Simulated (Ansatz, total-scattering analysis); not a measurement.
# From input file to S(Q): amorphous 79In2O3-21Ga2O3 (mol %)

Aim: the structure of amorphous 79In2O3-21Ga2O3 (mol %) at 300 K, and the X-ray and neutron patterns it would give.

Method: ab initio molecular dynamics with Ansatz (PBE, plane waves, PAW set soft_1, Langevin thermostat, no spin, fixed volume). Composition: Ga 8.6, In 31.4, O 60.0 atom %; 70 atoms. The average runs over 1.70 ps of 70 atoms, so shells between rare elements are rough. Mean temperature 342 K, largest m.s.d. 0.19 Å², energy drift -6 meV an atom (last third less first, no steady trend), Langevin friction 2 ps⁻¹; the first quarter of the run is discarded. Preparation: atoms packed at random with minimum distances, then 1.5 ps at 2600 K, 1.6 ps at 1610 K and 1.8 ps at 860 K with a cheaper basis and a friction of 10 ps⁻¹ (mean temperature of the first stage 2676 K), too short to forget the start in full. So short a stretch relaxes bonds and nearest shells but still remembers its start.

## The run

The step of 1.5 fs has to resolve the fastest vibration, that of the lightest atoms and stiffest bonds. The volume is fixed, since the run is too short for a cell to find its own; the mean pressure then hints how far the functional is from its own density, with errors up to a few GPa from cell size, k-points and loose SCF steps (the program warns of the last). One k-point, Γ, is the usual economy for a cell of this size. Smeared occupations keep the forces smooth should levels come near the Fermi energy. A Langevin thermostat samples the right structure once equilibrated, but its friction lowers diffusion.

The input, input.yaml:

```yaml
crystal:
  lattice:
    - [9.9484, 0.0, 0.0]
    - [0.0, 9.9484, 0.0]
    - [0.0, 0.0, 9.9484]
  atoms:
    - { symbol: Ga, position: [0.45339, 0.49726, 0.78203] }
    - { symbol: Ga, position: [0.03627, 0.33163, 0.13245] }
    - { symbol: Ga, position: [0.81685, 0.5115, 0.35396] }
    - { symbol: Ga, position: [0.4194, 0.74285, 0.57723] }
[... 64 atom lines left out ...]
    - { symbol: O, position: [0.67554, 0.22738, 0.61858] }
    - { symbol: O, position: [0.73461, 0.56383, 0.99212] }
kpoints:
  mp_grid: { grid: [1, 1, 1] }
scf:
  occupations: { method: fermi_dirac, width: 0.0259 }
hamiltonian:
  xc: pbe
  pseudopotentials: { kind: paw, azcp: { folder: soft_1 } }
output:
  forces: true
  stress: true
md:
  timestep: 1.5
  n_steps: 1500
  ensemble: nvt_langevin
  temperature: 300.0
  initial_velocities: maxwell_boltzmann
  seed: 7
  friction: 0.002
```

```console
$ ansatz run input.yaml --threads 16 --pin off --max-ram 32768MiB --backend cuda --events-out ev --progress --plain --runs-dir out --max-vram 52GiB
```

```text
Warning: md: disabling space-group detection — thermal motion breaks the input geometry's symmetry, so no spatial operation reduces the k-mesh or symmetrises the density; time reversal is kept, so that k and −k are [...]
Warning: output.stress: scf.convergence.dr2_threshold = 7e-8 eV (the default of an md: trajectory) is looser than the 7e-9 eV advised for a printed stress (1e-10 eV for each atom of the cell: 70). What an SCF threshold [...]
Engine: ansatz 0.2.0, aarch64-unknown-linux-gnu
Pseudopotential: Ga, paw, valence charge 13, recommended cutoff 420 eV (normal), soft_1/Ga.paw.azcp
Pseudopotential: In, paw, valence charge 13, recommended cutoff 420 eV (normal), soft_1/In.paw.azcp
Pseudopotential: O, paw, valence charge 6, recommended cutoff 420 eV (normal), soft_1/O.paw.azcp
Functional definition: PBE
Crystal: 70 atoms, lattice volume = 984.600 Å³
Basis set: ecut = 420 eV, 19309 PW (Γ), exchange–correlation on 144×144×144 points (8 copies of the dense FFT grid, shifted against one another)
Bands: 378, of which v1, the nominal top of the filled ones, is band 308 counted from 1 (307 counted from 0)
k-points: 1
[... other set-up lines, SCF lines and steps between those shown are left out ...]
md step     0: t =     0.00 fs  T =   295.7 K  F+E_penalty+E_count = -169672.06027100 eV  E_kin = 2.675682 eV  P_inst = 1.2988 GPa  (16 SCF iters)
md step     1: t =     1.50 fs  T =   288.8 K  F+E_penalty+E_count = -169672.04495079 eV  E_kin = 2.613181 eV  P_inst = 1.2879 GPa  (9 SCF iters)
md step    60: t =    90.00 fs  T =   502.5 K  F+E_penalty+E_count = -169674.88914630 eV  E_kin = 4.546960 eV  P_inst = 1.3608 GPa  (10 SCF iters)
md step   120: t =   180.00 fs  T =   475.7 K  F+E_penalty+E_count = -169675.08648565 eV  E_kin = 4.304270 eV  P_inst = 0.7855 GPa  (9 SCF iters)
md step   180: t =   270.00 fs  T =   449.6 K  F+E_penalty+E_count = -169675.75472079 eV  E_kin = 4.067971 eV  P_inst = -0.0582 GPa  (9 SCF iters)
md step   240: t =   360.00 fs  T =   500.3 K  F+E_penalty+E_count = -169676.62458525 eV  E_kin = 4.527163 eV  P_inst = 0.7761 GPa  (9 SCF iters)
md step   360: t =   540.00 fs  T =   360.0 K  F+E_penalty+E_count = -169675.95024814 eV  E_kin = 3.257140 eV  P_inst = 0.3327 GPa  (9 SCF iters)
md step   480: t =   720.00 fs  T =   356.9 K  F+E_penalty+E_count = -169676.57245493 eV  E_kin = 3.229405 eV  P_inst = 0.2497 GPa  (9 SCF iters)
md step   600: t =   900.00 fs  T =   324.9 K  F+E_penalty+E_count = -169676.67965967 eV  E_kin = 2.939571 eV  P_inst = 0.4677 GPa  (9 SCF iters)
md step   720: t =  1080.00 fs  T =   341.0 K  F+E_penalty+E_count = -169676.98562193 eV  E_kin = 3.085511 eV  P_inst = -0.0060 GPa  (9 SCF iters)
md step   840: t =  1260.00 fs  T =   361.2 K  F+E_penalty+E_count = -169677.25558343 eV  E_kin = 3.268617 eV  P_inst = -0.8710 GPa  (9 SCF iters)
md step   960: t =  1440.00 fs  T =   341.3 K  F+E_penalty+E_count = -169677.16566348 eV  E_kin = 3.088564 eV  P_inst = -0.1264 GPa  (9 SCF iters)
md step  1080: t =  1620.00 fs  T =   343.3 K  F+E_penalty+E_count = -169677.30439267 eV  E_kin = 3.106308 eV  P_inst = 0.3793 GPa  (9 SCF iters)
md step  1200: t =  1800.00 fs  T =   333.9 K  F+E_penalty+E_count = -169677.32404175 eV  E_kin = 3.021559 eV  P_inst = 1.0293 GPa  (9 SCF iters)
md step  1320: t =  1980.00 fs  T =   334.4 K  F+E_penalty+E_count = -169677.46747658 eV  E_kin = 3.025805 eV  P_inst = 0.9807 GPa  (9 SCF iters)
md step  1440: t =  2160.00 fs  T =   327.5 K  F+E_penalty+E_count = -169677.62008146 eV  E_kin = 2.963370 eV  P_inst = 0.5347 GPa  (9 SCF iters)
[... last step's energies and forces left out ...]
--- MD trajectory: 1500 steps, t = 0.0 → 2250.0 fs ---
  final state: T = 298.2 K   F+E_penalty+E_count = -169677.10999741 eV   E_kin = 2.698424 eV
```

It took 7.3 min on 1 × NVIDIA GB200 with 16 threads of Arm Neoverse V2, with other jobs on the host, peak memory 1.3 GiB.

## Analysis

S(Q) is the Faber–Ziman total, Σ ci cj fi fj (Sij − 1)/⟨f⟩² + 1. Below 4 Å⁻¹ the partials are summed on the cell's own reciprocal vectors (from 0.63 Å⁻¹) and folded with a Gaussian of σ = 0.14 Å⁻¹; above it they are transforms of g(r) out to 6.8 Å, tapered over the last 40 %. The fold lowers sharp peaks, and with so few vectors their positions are good to about 0.1 Å⁻¹. X-rays take neutral-atom form factors, neutrons coherent lengths (Ga 7.288, In 4.065, O 5.8037 fm). Absorption by In is ignored. G(r) = 4πrρ₀[g(r) − 1] carries the resolution of a Lorch-windowed transform up to 20 Å⁻¹. The patterns are simulated, not measured. The cell is small: beyond half the box only the part of each shell inside it is counted, and low-Q values rest on few vectors. It is averaged over 126 frames.

| T (K) | state | density (g/cm³) | first clear X-ray maximum (Å⁻¹) | its height (X-ray) | first clear neutron maximum (Å⁻¹) | its height (neutron) | In–O (Å) | O around In | Ga–O (Å) | held | D over the elements, rough (10⁻⁹ m²/s) |
| --- | --- | --- | --- | --- | --- | --- | --- | --- | --- | --- | --- |
| 300 | rigid | 6.099 | 2.17 | 2.31 | 2.57 | 1.29 | 2.15 | 5.50 | 1.88 | volume, 0.6 GPa mean | - |

neutron S(Q):

```csv
Q (Å⁻¹),300 K
0.8,0.05
1.1,0.09
1.4,0.16
1.7,0.42
2.0,0.60
2.3,0.89
2.6,1.28
2.9,0.85
3.2,0.78
3.5,1.01
3.8,1.36
4.1,1.33
4.4,1.21
4.7,0.99
5.0,0.80
5.3,0.73
5.6,0.82
5.9,0.97
6.2,1.08
6.5,1.12
6.8,1.12
7.1,1.08
7.4,1.02
7.7,0.97
8.0,0.93
8.3,0.93
8.6,0.96
8.9,1.00
```

At 300 K the maxima of S(Q), Q in Å⁻¹ (height), are X-ray: 2.17 (2.31), 3.81 (1.75), 5.85 (1.19), 9.52 (1.08); neutron: 2.57 (1.29), 3.85 (1.36), 6.62 (1.12). Its shells:

```csv
pair,first peak (Å),g there,first minimum (Å),g there,neighbours,X-ray weight (f = Z),neutron weight
Ga–O,1.88,12.9,2.38,0.02,"4.0 O per Ga, 0.6 Ga per O",0.05,0.15
In–O,2.15,6.9,2.90,0.27,"5.5 O per In, 2.9 In per O",0.28,0.31
O–O,2.97,2.4,4.08,0.62,12.4,0.04,0.42
Ga–In,3.35,2.8,4.42,0.40,"8.5 In per Ga, 2.3 Ga per In",0.16,0.06
In–In,3.42,3.3,4.92,0.34,10.3,0.45,0.06
```

Bonded neighbours (only these pairs count: cutoffs Ga–O 2.38 Å, In–O 2.9 Å): Ga: 4 100 %; In: 4 1.5 %, 5 49 %, 6 47 %, 7 2.7 %; O: 1 0.6 %, 2 4.3 %, 3 46 %, 4 48 %, 5 1.7 %. For In–O g doesn't fall to zero at the cutoff, so those shares hang on where it is put. O–Ga–O peak at 100°, O–In–O peak at 80° and In–O–In peak at 100°. These counts come from 15 frames.

**Reading.** The first In–O shell holds 5.5 O at 2.15 Å. The first Ga–O shell holds 4.0 O at 1.88 Å, and g falls to nearly zero behind it. Anions around each cation, with the position of the first peak: In 5.5 (In–O 2.15 Å, to 2.90 Å) and Ga 4.0 (Ga–O 1.88 Å, to 2.38 Å). The weights that differ most between the probes (X-ray, neutron): In–In 0.45 and 0.06, O–O 0.04 and 0.42 and Ga–In 0.16 and 0.06. At 2.57 Å⁻¹ neutrons show a peak (1.29) where X-rays give 0.74: term by term, w(S − 1) with f = Z as a rough X-ray weight: O–O +0.70 against +0.07, Ga–O -0.27 against -0.09 and In–In -0.02 against -0.14 (neutron against X-ray). It is one small sample quenched within picoseconds, so it is less relaxed than a real glass or film.

[Logs are printed without paths, hosts, clocks, repeated set-up lines and the standing remarks that a program may print on its own settings, such as how far it seeks lower states.]
